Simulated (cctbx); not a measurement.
## Accept or mend?

Cell a = 8.5540 Å, b = 5.2950 Å, c = 9.1460 Å, α = 90.00°, β = 90.00°, γ = 90.00°; space group Amm2 (no. 38). The compound is LiCu14Bi.

Simulated single-crystal data (cctbx): Mo Kα, λ = 0.71073 Å, to d = 0.77 Å, 80 % of the full sphere, strongest reflection 40000 counts, noise from counting, a 2 % proportional error and a noise floor of 8 counts (s.d.); no absorption, and some extinction, which the refinements don't model.

An anisotropic refinement with weights 1/σ² prints:

```text
Rint 0.022, 543 unique reflections to 0.77 A
cycle     R1     wR2    GooF  max shift (A)
   1  0.0455  0.1038   3.387   0.00511
  12  0.0258  0.0626   2.045   0.00105
final R1 0.0258 wR2 0.0626 GooF 2.044  parameters 49  data/parameter 11.1
atom        x        y        z      Ueq    occ   su(xyz)  su(Uiso or U11)
Bi1    0.50000  0.50000  0.66668   0.0124  1.000  0.00138  0.0003
Cu1    0.74688  0.50000  0.33289   0.0189  1.000  0.00074  0.0010
Cu2    0.74672  0.50000  0.83289   0.0153  1.000  0.00065  0.0009
Cu3    0.75382  0.75651  0.08434   0.0165  1.000  0.00057  0.0008
Cu4    0.00000  0.74851  0.91927   0.0175  1.000  0.02470  0.0008
Cu5    0.50000  0.75179  0.92097   0.0179  1.000  0.01803  0.0008
Cu6    0.00000  0.50000  0.16842   0.0143  1.000  0.01013  0.0009
Cu7    0.00000  0.50000  0.67191   0.0202  1.000  0.01161  0.0011
Li1    0.50000  0.50000  0.17821   0.0605  1.000  0.07597  0.0314
difference map: max 0.73 min -0.95 rms 0.19
Q1    0.0000  0.2025  0.4255    4    0.74  0.25 A from Cu4
Q2    0.5000  0.0000  0.6677    2    0.69  0.10 A from Li1
Q3    0.0663  0.0000  0.3263    4    0.58  1.52 A from Cu7
Q4    0.0588  0.0000  0.8301    4    0.53  1.56 A from Cu6
Q5    0.0000  0.0000  0.2052    2    0.52  0.30 A from Cu7
Q6    0.2987  0.0000  0.6762    4    0.52  1.49 A from Cu1
```

**Question.** Can this result stand? If not, what is the likely fault?

Mend it. The fault: anomalous dispersion left out. Against the right model at the same level, R1 goes from 0.0164 to 0.0258 and GooF from 1.15 to 2.04. No atom is wrong: without f′ and f″ the atoms near an edge get the wrong scattering power, which U and the scale absorb. The signs are weak, and the output alone doesn't single this fault out.

The compound is LiCu14Bi. The right model at the same level gives:

```text
Rint 0.022, 543 unique reflections to 0.77 A
cycle     R1     wR2    GooF  max shift (A)
   1  0.0168  0.0366   1.196   0.00240
   3  0.0164  0.0351   1.145   0.00034
final R1 0.0164 wR2 0.0351 GooF 1.145  parameters 49  data/parameter 11.1
atom        x        y        z      Ueq    occ   su(xyz)  su(Uiso or U11)
Bi1    0.50000  0.50000  0.66672   0.0108  1.000  0.00017  0.0002
Cu1    0.74681  0.50000  0.33258   0.0221  1.000  0.00017  0.0005
Cu2    0.74668  0.50000  0.83268   0.0178  1.000  0.00014  0.0005
Cu3    0.75393  0.75636  0.08436   0.0195  1.000  0.00014  0.0004
Cu4    0.00000  0.74547  0.91838   0.0199  1.000  0.00091  0.0005
Cu5    0.50000  0.74979  0.91988   0.0209  1.000  0.00093  0.0005
Cu6    0.00000  0.50000  0.16817   0.0168  1.000  0.00056  0.0005
Cu7    0.00000  0.50000  0.67433   0.0219  1.000  0.00060  0.0006
Li1    0.50000  0.50000  0.17670   0.0514  1.000  0.01134  0.0131
Flack x: 0.041(13)
Hooft y: 0.018(14)  Bijvoet pairs: 250
difference map: max 0.58 min -0.97 rms 0.26
Q1    0.3750  0.0000  0.9589    4    0.58  1.56 A from Cu1
Q2    0.2925  0.0000  0.6685    4    0.54  1.54 A from Cu1
Q3    0.0864  0.0000  0.3469    4    0.53  1.43 A from Cu2
Q4    0.1026  0.2482  0.0678    8    0.53  1.24 A from Cu3
Q5    0.0628  0.0000  0.8515    4    0.48  1.57 A from Cu4
Q6    0.3378  0.2381  0.3004    8    0.46  1.48 A from Cu2
```

The model was made for the exercise: a known structure type with other elements put in, its volume estimated, not relaxed; displacement parameters are assumed.

[Middle refinement cycles are left out of these outputs.]

[Logs are printed without paths, hosts, clocks, repeated set-up lines and the standing remarks that a program may print on its own settings, such as how far it seeks lower states.]
